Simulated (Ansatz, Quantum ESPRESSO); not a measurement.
# Evanescent states of CaO, rock salt type, lattice constant set to 4.743 Å, part 3 of 4

Aim: how fast states decay in the gap of CaO, rock salt type, lattice constant set to 4.743 Å.

Quantum ESPRESSO 7.5; plane-wave DFT, LDA, PseudoDojo norm-conserving pseudopotentials; cross-check by Ansatz 0.2.0 with PAW datasets.

So far. Step 2 (Ground state): The run needed 17 iterations to bring the estimated error under 1e-09 Ry.

## (4) Complex band structure, with ewind = 1.0

Level of this step: complex band structure by pwcond; plane-wave DFT, LDA, PseudoDojo norm-conserving pseudopotentials (Quantum ESPRESSO).

A sensitivity test on the input.

Contents of cbs.w.in:

```
&inputcond
  outdir = './out'
  prefixl = 'scf'
  band_file = 'cbs.w'
  ikind = 0
  ewind = 1.0
  epsproj = 1e-05
  nz1 = 7
  energy0 = 6.9
  denergy = -0.23
/
4
  0.00000000 0.00000000 1.00000000
  0.50000000 0.00000000 1.00000000
  0.50000000 0.50000000 1.00000000
  0.25000000 0.00000000 1.00000000
40
```

Started as:

```console
$ OMP_NUM_THREADS=1 mpirun -n 2 pwcond.x -in cbs.w.in > cbs.w.out
```

The program printed:

```text
[banner, memory and clock lines left out]
Program PWCOND v.7.5 starts
[citation notice left out]

[...]
./out/scf.save/

     IMPORTANT: XC functional enforced from input :
     Exchange-correlation= PW
                           (   1   4   0   0   0   0   0)
     Any further DFT definition will be discarded
     Please, verify this is what you really want

     Check: negative core charge=   -0.000004
     Reading collected, re-writing distributed wavefunctions

===== INPUT FILE containing the left lead =====

     GEOMETRY:

     lattice parameter (alat)  =       6.3378  a.u.
     the volume                =     360.0195 (a.u.)^3
     the cross section         =      40.1674 (a.u.)^2
     l of the unit cell        =       1.4142 (alat)
     number of atoms/cell      =            4
     number of atomic types    =            2

     crystal axes: (cart. coord. in units of alat)
               a(1) = (  1.0000  0.0000  0.0000 )
               a(2) = (  0.0000  1.0000  0.0000 )
               a(3) = (  0.0000  0.0000  1.4142 )

   Cartesian axes

     site n.     atom                  positions (alat units)
          1        Ca     tau(  1)=(  0.0000  0.0000  1.4142  )
          2        O      tau(  2)=(  0.5000  0.5000  1.4142  )
          3        Ca     tau(  3)=(  0.5000  0.5000  0.7071  )
          4        O      tau(  4)=(  0.0000  0.0000  0.7071  )

     nr1s                      =           36
     nr2s                      =           36
     nr3s                      =           50
     nr1sx                     =           36
     nr2sx                     =           36
     nr3sx                     =           50
     nr1                       =           36
     nr2                       =           36
     nr3                       =           50
     nr1x                      =           36
     nr2x                      =           36
     nr3x                      =           50

 _______________________________
  Radii of nonlocal spheres:

     type       ibeta     ang. mom.          radius (alat units)
       Ca         1         0                    0.2162
       Ca         2         0                    0.2288
       Ca         3         1                    0.2209
       Ca         4         1                    0.2304
       Ca         5         2                    0.2903
       Ca         6         2                    0.2935
       O          1         0                    0.2114
       O          2         0                    0.2130
       O          3         1                    0.2272
       O          4         1                    0.2288
       O          5         2                    0.2146
----- General information -----

----- Complex band structure calculation -----

     nrx                       =           36
     nry                       =           36
     nz1                       =            7

     energy0               =         6.9E+00
     denergy               =        -2.3E-01
     nenergy               =         40
     ecut2d                =         7.2E+01
     ewind                 =         1.0E+00
     epsproj               =         1.0E-05

     number of k_|| points=    4
                       cryst. coord.
        k(    1) = (   0.0000000   0.0000000), wk =   0.2500000
        k(    2) = (   0.5000000   0.0000000), wk =   0.2500000
        k(    3) = (   0.5000000   0.5000000), wk =   0.2500000
        k(    4) = (   0.2500000   0.0000000), wk =   0.2500000
----- Information about left lead -----

     nocros                   =           31
     noins                    =           31
     norb                     =           93
     norbf                    =           93
     nrz                      =           50

      iorb      type   ibeta   ang. mom.   m       position (alat)
        1        1       1        0        1   taunew(   1)=(  0.0000  0.0000  0.0000)
        2        1       2        0        1   taunew(   2)=(  0.0000  0.0000  0.0000)
[...]
93        2       5        2        5   taunew(  93)=(  0.5000  0.5000  1.4142)
 ngper, shell number =          233          34
 ngper, n2d =          233          54
---  E-Ef =    6.9000000  k =    0.0000000   0.0000000
---  ie =          1  ik =          1
 Nchannels of the left tip =            3
 Right moving states:
   k1(2pi/a)   k2(2pi/a)   E-Ef (eV)
   0.2626989  -0.0000000   6.9000000
   0.2626989  -0.0000000   6.9000000
  -0.4826742  -0.0000000   6.9000000
 Left moving states:
   k1(2pi/a)   k2(2pi/a)   E-Ef (eV)
  -0.2626989  -0.0000000   6.9000000
  -0.2626989  -0.0000000   6.9000000
   0.4826742  -0.0000000   6.9000000

---  E-Ef =    6.6700000  k =    0.0000000   0.0000000
---  ie =          2  ik =          1
 Nchannels of the left tip =            3
 Right moving states:
   k1(2pi/a)   k2(2pi/a)   E-Ef (eV)
   0.2098477  -0.0000000   6.6700000
   0.2098477  -0.0000000   6.6700000
   0.4686661  -0.0000000   6.6700000
 Left moving states:
   k1(2pi/a)   k2(2pi/a)   E-Ef (eV)
  -0.2098477  -0.0000000   6.6700000
  -0.2098477  -0.0000000   6.6700000
  -0.4686661  -0.0000000   6.6700000
[... further energies and points left out ...]
---  E-Ef =   -1.8400000  k =    0.2500000   0.0000000
---  ie =         39  ik =          4
 Nchannels of the left tip =            2
 Right moving states:
   k1(2pi/a)   k2(2pi/a)   E-Ef (eV)
  -0.2460708   0.0000000  -1.8400000
  -0.3344132   0.0000000  -1.8400000
 Left moving states:
   k1(2pi/a)   k2(2pi/a)   E-Ef (eV)
   0.2460708   0.0000000  -1.8400000
   0.3344132   0.0000000  -1.8400000

---  E-Ef =   -2.0700000  k =    0.2500000   0.0000000
---  ie =         40  ik =          4
 Nchannels of the left tip =            2
 Right moving states:
   k1(2pi/a)   k2(2pi/a)   E-Ef (eV)
  -0.3589304   0.0000000  -2.0700000
  -0.4371089  -0.0000000  -2.0700000
 Left moving states:
   k1(2pi/a)   k2(2pi/a)   E-Ef (eV)
   0.3589304   0.0000000  -2.0700000
   0.4371089  -0.0000000  -2.0700000

[...]
```

Elapsed: 2 min, on 2 MPI ranks of Arm Neoverse N1, shared host; peak memory 0.1 GiB; 4 min of CPU time.

The changed values were drawn from a wide range, not chosen for quality; the comparison shows what they did here together.

Beside the run it was changed from:

| quantity | this run | unchanged run | difference |
| --- | --- | --- | --- |
| peak of the smallest κ at the zone centre (Å⁻¹) | 0.31 | 0.309 | 0.0010 |
| peak of the smallest κ at (1/2, 0) (Å⁻¹) | 0.584 | 0.586 | -0.0020 |
| peak of the smallest κ at (1/2, 1/2) (Å⁻¹) | 0.379 | 0.38 | -0.0010 |
| wall time (s) | 119 | 193 |  |

The physical values in this table move by up to 0.34 %.

## (5) Complex band structure, with ewind, epsproj = [0.1, 0.1]

Another try, with an input changed as a hurried user might.

Contents of cbs.bad.in:

```
&inputcond
  outdir = './out'
  prefixl = 'scf'
  band_file = 'cbs.bad'
  ikind = 0
  ewind = 0.1
  epsproj = 0.1
  nz1 = 7
  energy0 = 6.9
  denergy = -0.23
/
4
  0.00000000 0.00000000 1.00000000
  0.50000000 0.00000000 1.00000000
  0.50000000 0.50000000 1.00000000
  0.25000000 0.00000000 1.00000000
40
```

Started as:

```console
$ OMP_NUM_THREADS=1 mpirun -n 2 pwcond.x -in cbs.bad.in > cbs.bad.out
```

The program printed:

```text
[banner, memory and clock lines left out]
Program PWCOND v.7.5 starts
[citation notice left out]

[...]
./out/scf.save/

     IMPORTANT: XC functional enforced from input :
     Exchange-correlation= PW
                           (   1   4   0   0   0   0   0)
     Any further DFT definition will be discarded
     Please, verify this is what you really want

     Check: negative core charge=   -0.000004
     Reading collected, re-writing distributed wavefunctions

===== INPUT FILE containing the left lead =====

     GEOMETRY:

     lattice parameter (alat)  =       6.3378  a.u.
     the volume                =     360.0195 (a.u.)^3
     the cross section         =      40.1674 (a.u.)^2
     l of the unit cell        =       1.4142 (alat)
     number of atoms/cell      =            4
     number of atomic types    =            2

     crystal axes: (cart. coord. in units of alat)
               a(1) = (  1.0000  0.0000  0.0000 )
               a(2) = (  0.0000  1.0000  0.0000 )
               a(3) = (  0.0000  0.0000  1.4142 )

   Cartesian axes

     site n.     atom                  positions (alat units)
          1        Ca     tau(  1)=(  0.0000  0.0000  1.4142  )
          2        O      tau(  2)=(  0.5000  0.5000  1.4142  )
          3        Ca     tau(  3)=(  0.5000  0.5000  0.7071  )
          4        O      tau(  4)=(  0.0000  0.0000  0.7071  )

     nr1s                      =           36
     nr2s                      =           36
     nr3s                      =           50
     nr1sx                     =           36
     nr2sx                     =           36
     nr3sx                     =           50
     nr1                       =           36
     nr2                       =           36
     nr3                       =           50
     nr1x                      =           36
     nr2x                      =           36
     nr3x                      =           50

 _______________________________
  Radii of nonlocal spheres:

     type       ibeta     ang. mom.          radius (alat units)
       Ca         1         0                    0.2162
       Ca         2         0                    0.2288
       Ca         3         1                    0.2209
       Ca         4         1                    0.2304
       Ca         5         2                    0.2903
       Ca         6         2                    0.2935
       O          1         0                    0.2114
       O          2         0                    0.2130
       O          3         1                    0.2272
       O          4         1                    0.2288
       O          5         2                    0.2146
----- General information -----

----- Complex band structure calculation -----

     nrx                       =           36
     nry                       =           36
     nz1                       =            7

     energy0               =         6.9E+00
     denergy               =        -2.3E-01
     nenergy               =         40
     ecut2d                =         7.2E+01
     ewind                 =         1.0E-01
     epsproj               =         1.0E-01

     number of k_|| points=    4
                       cryst. coord.
        k(    1) = (   0.0000000   0.0000000), wk =   0.2500000
        k(    2) = (   0.5000000   0.0000000), wk =   0.2500000
        k(    3) = (   0.5000000   0.5000000), wk =   0.2500000
        k(    4) = (   0.2500000   0.0000000), wk =   0.2500000
----- Information about left lead -----

     nocros                   =           31
     noins                    =           31
     norb                     =           93
     norbf                    =           93
     nrz                      =           50

      iorb      type   ibeta   ang. mom.   m       position (alat)
        1        1       1        0        1   taunew(   1)=(  0.0000  0.0000  0.0000)
        2        1       2        0        1   taunew(   2)=(  0.0000  0.0000  0.0000)
[...]
93        2       5        2        5   taunew(  93)=(  0.5000  0.5000  1.4142)
 ngper, shell number =          233          34
 ngper, n2d =          233          18
---  E-Ef =    6.9000000  k =    0.0000000   0.0000000
---  ie =          1  ik =          1
 Nchannels of the left tip =            4
 Right moving states:
   k1(2pi/a)   k2(2pi/a)   E-Ef (eV)
  -0.1229807   0.0000000   6.9000000
   0.2010934  -0.0000000   6.9000000
   0.2010934  -0.0000000   6.9000000
   0.3622841   0.0000000   6.9000000
 Left moving states:
   k1(2pi/a)   k2(2pi/a)   E-Ef (eV)
   0.1229807   0.0000000   6.9000000
  -0.2010934  -0.0000000   6.9000000
  -0.2010934  -0.0000000   6.9000000
  -0.3622841  -0.0000000   6.9000000

---  E-Ef =    6.6700000  k =    0.0000000   0.0000000
---  ie =          2  ik =          1
 Nchannels of the left tip =            4
 Right moving states:
   k1(2pi/a)   k2(2pi/a)   E-Ef (eV)
   0.1356269  -0.0000000   6.6700000
   0.1356269  -0.0000000   6.6700000
  -0.1914472   0.0000000   6.6700000
   0.3097495   0.0000000   6.6700000
 Left moving states:
   k1(2pi/a)   k2(2pi/a)   E-Ef (eV)
  -0.1356269  -0.0000000   6.6700000
  -0.1356269  -0.0000000   6.6700000
   0.1914472   0.0000000   6.6700000
  -0.3097495  -0.0000000   6.6700000
[... further energies and points left out ...]
---  E-Ef =   -1.8400000  k =    0.2500000   0.0000000
---  ie =         39  ik =          4
 Nchannels of the left tip =            0
 Right moving states:
   k1(2pi/a)   k2(2pi/a)   E-Ef (eV)
 Left moving states:
   k1(2pi/a)   k2(2pi/a)   E-Ef (eV)

---  E-Ef =   -2.0700000  k =    0.2500000   0.0000000
---  ie =         40  ik =          4
 Nchannels of the left tip =            0
 Right moving states:
   k1(2pi/a)   k2(2pi/a)   E-Ef (eV)
 Left moving states:
   k1(2pi/a)   k2(2pi/a)   E-Ef (eV)

[...]
```

Elapsed: 58 s, on 2 MPI ranks; peak memory 0.09 GiB.

The run finished, but its numbers are not taken as the system's. The fault: a window of plane waves far too small, with a loose projection threshold.

Beside the run it was changed from:

| quantity | this run | unchanged run | difference |
| --- | --- | --- | --- |
| peak of the smallest κ at (1/2, 0) (Å⁻¹) | 0.569 | 0.586 | -0.017 |
| wall time (s) | 58 | 193 |  |

At one or more of the first three k points this run gives no bounded stop band to compare.

The physical values in this table move by up to 2.9 %.

(Continued in part 4 of 4.)

[Logs are printed without paths, hosts, clocks, repeated set-up lines and the standing remarks that a program may print on its own settings, such as how far it seeks lower states.]

[Hosts, paths, dates, database ids (printed as entryN), source tags and the programs' standing remarks are cut or masked in the printed files.]

[Maps of the electrostatic potential energy from Ansatz leave out the sawtooth potential of an applied field or a dipole correction, so their vacuum need not be flat; planar profiles and work functions include it.]
